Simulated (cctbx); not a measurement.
# From intensities to atoms

Cell a = 5.5100 Å, b = 5.5100 Å, c = 14.2930 Å, α = 90.00°, β = 90.00°, γ = 120.00°; space group R-3m (no. 166); content Nd6 Rh3 Ti9.

The data are simulated with cctbx, not measured: Mo Kα, λ = 0.71073 Å, to d = 0.6 Å, 95 % of the full sphere, strongest reflection 40000 counts, noise from counting, a 2 % proportional error and a noise floor of 15 counts (s.d.); no absorption, and some extinction, which the refinements don't model.

Charge flipping in P1 on normalised amplitudes to 0.8 Å, δ = 1.1 σ, 20 % of the reflections treated as weak, 150 cycles:

```text
cycle      R  skewness
    0  0.578     0.21
   12  0.453     3.69
   24  0.436     3.64
   36  0.421     3.70
   48  0.427     3.39
   60  0.458     3.84
   72  0.449     3.62
   84  0.452     3.42
   96  0.448     3.54
  108  0.482     3.66
  120  0.462     3.94
  132  0.450     3.44
  144  0.447     3.39
origin shift          correlation  skewness
 0.288  0.120  0.437      0.885      4.92
 0.281  0.108  0.249      0.875      6.75
 0.285  0.102  0.057      0.855      5.29
 0.291  0.125  0.127      0.827      5.47
taken: symmetry correlation 0.875, skewness 6.75
peak      x       y       z  mult  height/sigma
Q1    0.0000  0.0000  0.3759    6     17.2
Q2    0.0000  0.0000  0.0000    3     11.5
Q3    0.0000  0.5000  0.5000    9      6.3
Q4    0.0000  0.0000  0.2475    6      2.4
Q5    0.9778  0.3994  0.1851   36      1.5
Q6    0.0437  0.5219  0.7559   18      1.4
Q7    0.1220  0.2440  0.7310   18      1.1
Q8    0.1142  0.2284  0.6522   18      1.1
```

The origin is taken among those within 0.04 of the best correlation, by the skewness of the map.

Run time: 0.52 s on 1 thread of Arm Neoverse N1, with other jobs on the host, peak memory 0.08 GiB.

**Question.** Which peaks are atoms, and which elements?

Heights go roughly as Z and multiplicities must add up to the content. First model: Q1 = Nd1 (6 in the cell, height 17.2), Q2 = Rh1 (3 in the cell, height 11.5) and Q3 = Ti1 (9 in the cell, height 6.3). Against the true structure, Q1 is Nd, Q2 is Rh and Q3 is Ti; the other peaks are not atoms.

Least squares on F², isotropic:

```text
Rint 0.018, 257 unique reflections to 0.60 A
cycle     R1     wR2    GooF  max shift (A)
   1  0.2408  0.4900  46.445   0.01389
   2  0.0063  0.0144   1.364   0.00000
final R1 0.0063 wR2 0.0144 GooF 1.364  parameters 4  data/parameter 64.2
atom        x        y        z      Ueq    occ   su(xyz)  su(Uiso or U11)
Nd1    0.00000  0.00000  0.37687   0.0018  1.000  0.00001  0.0000
Rh1    0.00000  0.00000  0.00000   0.0035  1.000  0.00000  0.0000
Ti1    0.00000  0.50000  0.50000   0.0044  1.000  0.00000  0.0000
difference map: max 0.50 min -1.73 rms 0.13
Q1    0.0000  0.0000  0.1871    6    0.50  1.62 A from Ti1
Q2    0.0000  0.0000  0.0521    6    0.48  0.74 A from Rh1
Q3    0.0537  0.1075  0.0934   18    0.47  1.43 A from Rh1
Q4    0.1117  0.2234  0.3425   18    0.43  1.17 A from Nd1
Q5    0.0419  0.5210  0.2926   18    0.37  1.39 A from Nd1
```

Anisotropic refinement:

```text
Rint 0.018, 257 unique reflections to 0.60 A
cycle     R1     wR2    GooF  max shift (A)
   1  0.0211  0.0503   4.815   0.00005
   2  0.0053  0.0117   1.125   0.00000
final R1 0.0053 wR2 0.0117 GooF 1.125  parameters 9  data/parameter 28.6
atom        x        y        z      Ueq    occ   su(xyz)  su(Uiso or U11)
Nd1    0.00000  0.00000  0.37687   0.0018  1.000  0.00001  0.0000
Rh1    0.00000  0.00000  0.00000   0.0035  1.000  0.00000  0.0000
Ti1    0.00000  0.50000  0.50000   0.0044  1.000  0.00000  0.0001
difference map: max 0.48 min -1.05 rms 0.12
Q1    0.0000  0.0000  0.1909    6    0.48  1.63 A from Ti1
Q2    0.1125  0.2249  0.3427   18    0.42  1.18 A from Nd1
Q3    0.0550  0.1101  0.0921   18    0.36  1.42 A from Rh1
Q4    0.0551  0.5275  0.2903   18    0.34  1.33 A from Nd1
Q5    0.0000  0.0000  0.4469    6    0.32  1.00 A from Nd1
Q6    0.0528  0.1056  0.6887   18    0.31  1.06 A from Nd1
```

**Reading.** The refinement ends at R1 = 0.0053, wR2 = 0.0117, GooF = 1.12, with difference density between -1.05 and 0.48 e/Å³. Every site matches the true model in element, within 0.001 Å r.m.s., up to an allowed shift of origin.

True model:

```csv
atom,mult.,x,y,z,Ueq (Å²)
Nd1,6,0,0,0.8769,0.0020
Rh1,3,2/3,1/3,5/6,0.0036
Ti1,9,1/2,0,0,0.0045
```

The model is made up (kin elements in a known structure type, no relaxation), so it says nothing on whether the phase exists.

[Middle refinement cycles are left out of these outputs.]

[Logs are printed without paths, hosts, clocks, repeated set-up lines and the standing remarks that a program may print on its own settings, such as how far it seeks lower states.]
